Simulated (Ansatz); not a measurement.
# TiC (Fm-3m): thermal expansion from first principles, part 2 of 2

Wanted: α(T), C_P(T) and B(T) of TiC in the quasi-harmonic approximation.

Measurements to reproduce:
- heat capacity C_P per formula unit 33.9 J/mol/K near room temperature (given in “High-Throughput Prediction of Finite-Temperature Properties using the Quasi-Harmonic Approximation”, 2016, arXiv:1603.06924)

Ansatz 0.2.0; DFT PBE, scalar-relativistic, plane waves, PAW.

So far. Step 2 (A first coarse run): The start is under 2.6 GPa at this level and looks like a metal on this mesh. Step 4 (Tight relaxation): The residual pressure is 0.0031 GPa, small enough for phonons. The relaxed cell has a = 4.333 Å (conventional setting).

The database entry behind the starting cell differs from later determinations by our own check (0.1 to 0.3 % short, probably kX units), so it need not match the best structure at ambient conditions.

## (5) The quasi-harmonic study

The study relaxes the crystal at several strains, solves the phonons on some of them and minimises the free energy at each temperature (static energy, vibrations, the electrons in a metal, and PV under a set pressure); the q-mesh sets how far the force constants reach.

input.yaml

```yaml
crystal:
  lattice:
    - [0.0, 2.1664727307, 2.1664727307]
    - [2.1664727307, 0.0, 2.1664727307]
    - [2.1664727307, 2.1664727307, 0.0]
  atoms:
    - { symbol: Ti, position: [0.0, 0.0, 0.0] }
    - { symbol: C, position: [0.5, 0.5, 0.5] }
kpoints:
  mp_grid: { grid: [16, 16, 16] }
hamiltonian:
  xc: pbe
scf:
  occupations: { method: methfessel_paxton, width: 0.2 }
output:
  eigenvalues: true
phonons:
  method: dfpt
  qmesh: [4, 4, 4]
  temperatures: { t_max: 1200.0, t_step: 50 }
  thermal_expansion: {}
```

Started as:

```bash
$ ansatz run input.yaml --threads 8 --pin off --max-ram 16384MiB --backend cpu --events-out ev --progress --plain --runs-dir out
```

Numbers of over 12 decimals in the logs are rounded to 6 here.

Log:

```text
[...]
Crystal: 2 atoms, lattice volume = 20.337 Å³
Basis set: ecut = 487.2 eV, 531 PW (Γ), exchange–correlation on 48×48×48 points (8 copies of the dense FFT grid, shifted against one another)
Bands: 12, of which v1, the nominal top of the filled ones, is band 8 counted from 1 (7 counted from 0)
Symmetry: 48 space group operations
[...]
k-points: 145 of 4096
[...]
SCF iter   1: F=—  HF=-2752.275596 eV  |F-HF|=—  |Δ(HF+E_count)|=         —  Δρ=3.69e-3  dr2=1.83e-3  ethr=1.77e-3  ⟨swp⟩=4.4  Hψ=8555  notcnv=0
[...]
SCF iter   6: F=-2752.275122 eV  HF=-2752.275122 eV  |F-HF|=6.37e-12  |Δ(HF+E_count)|=  5.07e-10  S|Δr|=    0.00e0  Δρ=4.56e-7  dr2=1.79e-11  ethr=1.00e-12  ⟨swp⟩=4.5  Hψ=8234  notcnv=0
SCF 1 converged in 6 iterations: F = -2752.275122 eV  dr2 = 1.79e-11
[...]
relax step   1: F+E_penalty+E_count = -2752.27512243 eV  Δ(F+E_penalty+E_count) = +0.000e0 eV  max|allowed force component| = 4.339e-30 eV/Å  Δτ_max = 0.0000 Å  (6 SCF iters, accepted)
SCF converged after 6 iterations
[...]
Free energy (F): -2752.275122 eV
[...]
Internal energy: -2752.274598 eV  (E = F + TS)
E sigma→0 (E₀):  -2752.274991 eV
Entropy (-TS):   -0.000524 eV (-0.262 meV/atom)
Fermi energy:    14.672331 eV
[...]
--- Stress (GPa, compression-positive) ---
       -0.028297      -0.000000       0.000000
        0.000000      -0.028297       0.000000
       -0.000000      -0.000000      -0.028297
  P = ⅓ Tr σ = -0.0283 GPa (-0.283 kbar)
--- Band table (eV; the first three rows and the last of 145) ---
  k-point 0: bands = [... 4 lower, 2.2804, 15.3732, 15.3732, 15.3732, 16.3490, 16.3490, 16.3490, 16.3969]
  k-point 1: bands = [... 4 lower, 2.3691, 14.9267, 15.1628, 15.1628, 15.7062, 15.7062, 16.5906, 17.3789]
  k-point 2: bands = [... 4 lower, 2.6294, 14.0478, 14.3926, 14.3926, 15.7890, 15.7890, 16.9215, 18.4409]
  k-point 144: bands = [... 4 lower, 5.1579, 11.5354, 11.5354, 11.9723, 17.4683, 17.4683, 18.2022, 19.7872]
── thermal expansion: 3 new cells, 3 in all ──
thermal expansion: relaxation of cell 2
thermal expansion: relaxation of cell 3
── thermal expansion: 2 new cells, 5 in all ──
thermal expansion: relaxation of cell 4
thermal expansion: lower-state search of cell 4
thermal expansion: electrons of cell 4
thermal expansion: phonons of cell 4
thermal expansion: relaxation of cell 5
thermal expansion: electrons of cell 1
thermal expansion: electrons of cell 2
thermal expansion: electrons of cell 3
thermal expansion: electrons of cell 5
thermal expansion: phonons of cell 5
── thermal expansion: 5 new cells, 10 in all ──
thermal expansion: relaxation of cell 6
thermal expansion: relaxation of cell 7
thermal expansion: relaxation of cell 8
thermal expansion: relaxation of cell 9
thermal expansion: relaxation of cell 10
thermal expansion: electrons of cell 6
thermal expansion: electrons of cell 7
thermal expansion: electrons of cell 8
thermal expansion: electrons of cell 9
thermal expansion: electrons of cell 10
thermal expansion: phonons of cell 6
thermal expansion: phonons of cell 7
--- Relaxed structure (1 steps of the walk, 1 accepted, 0 SCFs on fresh bases) ---
  F+E_penalty+E_count = -2752.27512243 eV   max|allowed force component| = 4.339e-30 eV/Å
  atoms:
    - { symbol: Ti, position: [0.0, 0.0, 0.0] }
    - { symbol: C, position: [0.5, 0.5, 0.5] }
--- Thermal expansion: 10 cells in 3 rounds, 0 GPa ---
  no lower state was reached at cell 4; its state was not examined: fill_not_monotonic
  without vibrations: a 3.06374, b 3.06374, c 3.06374 Å, V 20.3347 Å³, B 250.49 GPa
  at 0 K: a 3.07177, b 3.07177, c 3.07177 Å, V 20.4952 Å³, B 244.85 GPa
  zero-point expansion: a +0.262, b +0.262, c +0.262, V +0.789 %
      T/K        a/Å        b/Å        c/Å       V/Å³ | expansion of a, b, c, V (1e-6/K)   | that of V in the mean from 25 °C | C_P, C_V (J/mol K of the cell) | B_T, B_S (GPa)
     0.00    3.07177    3.07177    3.07177    20.4952 |    0.00    0.00    0.00    0.00 |    9.16 |     0.000     0.000 |   244.85   244.85
   150.00    3.07227    3.07227    3.07227    20.5052 |    3.22    3.22    3.22    9.65 |   15.14 |    17.037    16.995 |   243.76   244.36
   298.15    3.07457    3.07457    3.07457    20.5513 |    6.45    6.45    6.45   19.35 |       - |    35.265    34.934 |   240.07   242.35
   400.00    3.07678    3.07678    3.07678    20.5956 |    7.53    7.53    7.53   22.60 |   21.14 |    41.258    40.657 |   237.02   240.52
   550.00    3.08049    3.08049    3.08049    20.6701 |    8.44    8.44    8.44   25.33 |   22.95 |    45.895    44.875 |   232.22   237.49
   700.00    3.08453    3.08453    3.08453    20.7517 |    9.03    9.03    9.03   27.08 |   24.26 |    48.435    46.978 |   227.18   234.23
   850.00    3.08882    3.08882    3.08882    20.8383 |    9.48    9.48    9.48   28.45 |   25.31 |    50.116    48.199 |   221.95   230.78
  1000.00    3.09332    3.09332    3.09332    20.9294 |    9.90    9.90    9.90   29.70 |   26.21 |    51.412    49.004 |   216.55   227.18
  1150.00    3.09801    3.09801    3.09801    21.0248 |   10.31   10.31   10.31   30.92 |   27.05 |    52.534    49.597 |   210.96   223.45
  1200.00    3.09961    3.09961    3.09961    21.0576 |   10.45   10.45   10.45   31.34 |   27.31 |    52.890    49.766 |   209.05   222.18
  the static fit leaves 0.002 meV an atom of the energies and, of the stresses, 0.000 GPa of each cell's largest along a strain (root mean squares over the cells), whose Pulay part it has at -0.048 GPa
  vibrations' free energy: its fit passes through its cells
  the electrons' free energy at temperature is in it; its fit leaves 0.0001 meV an atom at the most
  free energies summed between the sampled wave vectors
  estimated error of the fitted expansion in any direction: up to 0.017e-6/K, at 1200 K, with few degrees of freedom (an estimate, not a bound: it was exceeded on models of known expansion)
  by sums over the sampled wave vectors an expansion of the volume parts by up to 0.12e-6/K
  by a static energy of one degree less an expansion of the volume parts by up to 0.02e-6/K
```

Elapsed: 14 min, on 8 threads of Intel Xeon at 2.70GHz, shared host; peak memory 3.3 GiB.

This step gave:

* pressure: -0.02830 GPa
* volume expansion coefficient at 298 K: 19.35 1e-6/K
* C_P at 298 K: 17.63 J/mol-atom/K
* entropy at 298 K: 13.02 J/mol-atom/K
* isothermal bulk modulus at 298 K: 240.1 GPa
* Grüneisen parameter at 298 K: 1.646
* volume at 298 K: 10.28 Å³/atom
* principal linear expansion coefficients at 298 K: 6.45, 6.45, 6.45 1e-6/K

Strained cells of the study; zero-point energy where phonons were solved; the pressures are stresses at a fixed cutoff and can carry an offset from the finite basis. Expansion cells, by row:

| cell | \|a\| (Å) | \|b\| (Å) | \|c\| (Å) | V (Å³/atom) | E - E_lowest (meV/atom) | pressure, compression positive (GPa) | gap (eV) | zero-point energy (meV/atom) |
| --- | --- | --- | --- | --- | --- | --- | --- | --- |
| 1 | 3.064 | 3.064 | 3.064 | 10.17 | 0 | -0.077 | - | - |
| 2 | 3.088 | 3.088 | 3.088 | 10.41 | 4.512 | -5.78 | - | - |
| 3 | 3.04 | 3.04 | 3.04 | 9.928 | 4.572 | 6.201 | - | - |
| 4 | 3.064 | 3.064 | 3.064 | 10.17 | 0 | -0.097 | - | 81.83 |
| 5 | 3.079 | 3.079 | 3.079 | 10.32 | 1.805 | -3.73 | - | 79.97 |
| 6 | 3.096 | 3.096 | 3.096 | 10.49 | 7.464 | -7.334 | - | 78.02 |
| 7 | 3.111 | 3.111 | 3.111 | 10.65 | 16.55 | -10.62 | - | 76.12 |
| 8 | 3.034 | 3.034 | 3.034 | 9.87 | 7.17 | 7.856 | - | - |
| 9 | 3.049 | 3.049 | 3.049 | 10.02 | 1.752 | 3.762 | - | - |
| 10 | 3.135 | 3.135 | 3.135 | 10.9 | 36.56 | -15.16 | - | - |

Quasi-harmonic; a, b, c are the run's own cell vectors. Expansion, by row:

| T (K) | a (Å) | b (Å) | c (Å) | alpha (deg) | beta (deg) | gamma (deg) | cell volume (Å³/cell) | alpha_a (1e-6/K) | alpha_b (1e-6/K) | alpha_c (1e-6/K) | alpha_V (1e-6/K) | C_P (J/mol-atom/K) | C_V (J/mol-atom/K) | S (J/mol-atom/K) | B_T (GPa) | B_S (GPa) | Grueneisen | extrapolation | fit error (1e-6/K) |
| --- | --- | --- | --- | --- | --- | --- | --- | --- | --- | --- | --- | --- | --- | --- | --- | --- | --- | --- | --- |
| 0 | 3.072 | 3.072 | 3.072 | 60 | 60 | 60 | 20.5 | 0 | 0 | 0 | 0 | 0 | 0 | 0 | 244.8 | 244.8 | - | 0 | 0 |
| 50 | 3.072 | 3.072 | 3.072 | 60 | 60 | 60 | 20.5 | 0.2 | 0.2 | 0.2 | 0.59 | 0.551 | 0.55 | 0.156 | 244.8 | 244.8 | 1.621 | 0 | 0 |
| 100 | 3.072 | 3.072 | 3.072 | 60 | 60 | 60 | 20.5 | 1.57 | 1.57 | 1.57 | 4.71 | 4.091 | 4.087 | 1.488 | 244.5 | 244.7 | 1.74 | 0 | 0 |
| 150 | 3.072 | 3.072 | 3.072 | 60 | 60 | 60 | 20.51 | 3.22 | 3.22 | 3.22 | 9.65 | 8.519 | 8.498 | 3.988 | 243.8 | 244.4 | 1.71 | 0 | 0 |
| 200 | 3.073 | 3.073 | 3.073 | 60 | 60 | 60 | 20.52 | 4.61 | 4.61 | 4.61 | 13.84 | 12.42 | 12.36 | 6.992 | 242.7 | 243.8 | 1.679 | 0 | 0 |
| 250 | 3.074 | 3.074 | 3.074 | 60 | 60 | 60 | 20.53 | 5.68 | 5.68 | 5.68 | 17.04 | 15.45 | 15.34 | 10.1 | 241.4 | 243.1 | 1.658 | 0 | 0 |
| 298.1 | 3.075 | 3.075 | 3.075 | 60 | 60 | 60 | 20.55 | 6.45 | 6.45 | 6.45 | 19.35 | 17.63 | 17.47 | 13.02 | 240.1 | 242.3 | 1.646 | 0 | 0 |
| 300 | 3.075 | 3.075 | 3.075 | 60 | 60 | 60 | 20.55 | 6.48 | 6.48 | 6.48 | 19.43 | 17.7 | 17.54 | 13.13 | 240 | 242.3 | 1.646 | 0 | 0 |
| 350 | 3.076 | 3.076 | 3.076 | 60 | 60 | 60 | 20.57 | 7.07 | 7.07 | 7.07 | 21.22 | 19.38 | 19.14 | 15.99 | 238.6 | 241.4 | 1.638 | 0 | 0 |
| 400 | 3.077 | 3.077 | 3.077 | 60 | 60 | 60 | 20.6 | 7.53 | 7.53 | 7.53 | 22.6 | 20.63 | 20.33 | 18.66 | 237 | 240.5 | 1.634 | 0 | 0 |
| 450 | 3.078 | 3.078 | 3.078 | 60 | 60 | 60 | 20.62 | 7.9 | 7.9 | 7.9 | 23.69 | 21.59 | 21.22 | 21.15 | 235.4 | 239.6 | 1.632 | 0 | 0.01 |
| 500 | 3.079 | 3.079 | 3.079 | 60 | 60 | 60 | 20.64 | 8.19 | 8.19 | 8.19 | 24.58 | 22.34 | 21.9 | 23.47 | 233.8 | 238.5 | 1.631 | 0 | 0.01 |
| 550 | 3.08 | 3.08 | 3.08 | 60 | 60 | 60 | 20.67 | 8.44 | 8.44 | 8.44 | 25.33 | 22.95 | 22.44 | 25.63 | 232.2 | 237.5 | 1.631 | 0 | 0.01 |
| 600 | 3.082 | 3.082 | 3.082 | 60 | 60 | 60 | 20.7 | 8.66 | 8.66 | 8.66 | 25.98 | 23.44 | 22.86 | 27.64 | 230.6 | 236.4 | 1.633 | 0 | 0.01 |
| 650 | 3.083 | 3.083 | 3.083 | 60 | 60 | 60 | 20.72 | 8.85 | 8.85 | 8.85 | 26.55 | 23.86 | 23.21 | 29.54 | 228.9 | 235.3 | 1.634 | 0 | 0.01 |
| 700 | 3.085 | 3.085 | 3.085 | 60 | 60 | 60 | 20.75 | 9.03 | 9.03 | 9.03 | 27.08 | 24.22 | 23.49 | 31.32 | 227.2 | 234.2 | 1.636 | 0 | 0.01 |
| 750 | 3.086 | 3.086 | 3.086 | 60 | 60 | 60 | 20.78 | 9.19 | 9.19 | 9.19 | 27.56 | 24.53 | 23.73 | 33 | 225.5 | 233.1 | 1.639 | 0 | 0.01 |
| 800 | 3.087 | 3.087 | 3.087 | 60 | 60 | 60 | 20.81 | 9.34 | 9.34 | 9.34 | 28.02 | 24.81 | 23.93 | 34.59 | 223.7 | 231.9 | 1.641 | 0 | 0.01 |
| 850 | 3.089 | 3.089 | 3.089 | 60 | 60 | 60 | 20.84 | 9.48 | 9.48 | 9.48 | 28.45 | 25.06 | 24.1 | 36.1 | 221.9 | 230.8 | 1.644 | 0 | 0.01 |
| 900 | 3.09 | 3.09 | 3.09 | 60 | 60 | 60 | 20.87 | 9.63 | 9.63 | 9.63 | 28.88 | 25.29 | 24.25 | 37.54 | 220.2 | 229.6 | 1.647 | 0 | 0.01 |
| 950 | 3.092 | 3.092 | 3.092 | 60 | 60 | 60 | 20.9 | 9.76 | 9.76 | 9.76 | 29.29 | 25.5 | 24.38 | 38.92 | 218.4 | 228.4 | 1.651 | 0 | 0.01 |
| 1000 | 3.093 | 3.093 | 3.093 | 60 | 60 | 60 | 20.93 | 9.9 | 9.9 | 9.9 | 29.7 | 25.71 | 24.5 | 40.23 | 216.6 | 227.2 | 1.654 | 0 | 0.01 |
| 1050 | 3.095 | 3.095 | 3.095 | 60 | 60 | 60 | 20.96 | 10.04 | 10.04 | 10.04 | 30.11 | 25.9 | 24.61 | 41.49 | 214.7 | 225.9 | 1.658 | 0 | 0.01 |
| 1100 | 3.096 | 3.096 | 3.096 | 60 | 60 | 60 | 20.99 | 10.17 | 10.17 | 10.17 | 30.51 | 26.09 | 24.71 | 42.7 | 212.8 | 224.7 | 1.661 | 0 | 0.01 |
| 1150 | 3.098 | 3.098 | 3.098 | 60 | 60 | 60 | 21.02 | 10.31 | 10.31 | 10.31 | 30.92 | 26.27 | 24.8 | 43.86 | 211 | 223.4 | 1.665 | 0 | 0.01 |
| 1200 | 3.1 | 3.1 | 3.1 | 60 | 60 | 60 | 21.06 | 10.45 | 10.45 | 10.45 | 31.34 | 26.45 | 24.88 | 44.98 | 209.1 | 222.2 | 1.669 | 0 | 0.02 |

The expansion coefficient by temperature; values in 1e-6/K:

| temperature (K) | volume | principal 1 |
| --- | --- | --- |
| 0 | 0 | 0 |
| 50 | 0.59 | 0.2 |
| 100 | 4.71 | 1.57 |
| 150 | 9.65 | 3.22 |
| 200 | 13.8 | 4.61 |
| 250 | 17.0 | 5.68 |
| 298 | 19.4 | 6.45 |
| 300 | 19.4 | 6.48 |
| 350 | 21.2 | 7.07 |
| 400 | 22.6 | 7.53 |
| 450 | 23.7 | 7.9 |
| 500 | 24.6 | 8.19 |
| 550 | 25.3 | 8.44 |
| 600 | 26.0 | 8.66 |
| 650 | 26.6 | 8.85 |
| 700 | 27.1 | 9.03 |
| 750 | 27.6 | 9.19 |
| 800 | 28.0 | 9.34 |
| 850 | 28.4 | 9.48 |
| 900 | 28.9 | 9.63 |
| 950 | 29.3 | 9.76 |
| 1000 | 29.7 | 9.9 |
| 1050 | 30.1 | 10.0 |
| 1100 | 30.5 | 10.2 |
| 1150 | 30.9 | 10.3 |
| 1200 | 31.3 | 10.4 |

At 298 K the volume expansion is 19.4 × 10⁻⁶/K and B_T is 240 GPa. The program raised the cutoff to 487.2 eV by itself: with no cutoff typed, the study takes about 1.16 times the default for its relaxations and scales it with the volume for the phonons.

## (6) Outcome

```
settings of these figures                        : PBE, 487.2 eV, k 16×16×16, q 4×4×4
volume expansion coefficient at 298 K            : 19.35 1e-6/K
C_P at 298 K                                     : 17.63 J/mol-atom/K
entropy at 298 K                                 : 13.02 J/mol-atom/K
isothermal bulk modulus at 298 K                 : 240.1 GPa
Grüneisen parameter at 298 K                     : 1.646
volume at 298 K                                  : 10.28 Å³/atom
principal linear expansion coefficients at 298 K : 6.45, 6.45, 6.45 1e-6/K
```

What this shows: Near room temperature TiC expands by 19.4 × 10⁻⁶/K in volume by PBE, with C_P = 17.6 J/(mol K) per mole of atoms and B_T = 240 GPa. C_P at room temperature is 71 % of the classical 3R an atom, so the stiffest modes are still partly frozen out. In this metal the study includes the electrons' free energy, which adds a term that grows with temperature, so the heat capacities need not level off at 3R. A measured heat capacity per formula unit near room temperature is 33.9 J/mol/K (arXiv:1603.06924); the calculated 35.3 J/mol/K differs by +4 %.

[Logs are printed without paths, hosts, clocks, repeated set-up lines and the standing remarks that a program may print on its own settings, such as how far it seeks lower states.]

[Hosts, paths, dates, database ids (printed as entryN), source tags and the programs' standing remarks are cut or masked in the printed files.]

[A step with changed settings may run another functional than the one named; its input shows which.]
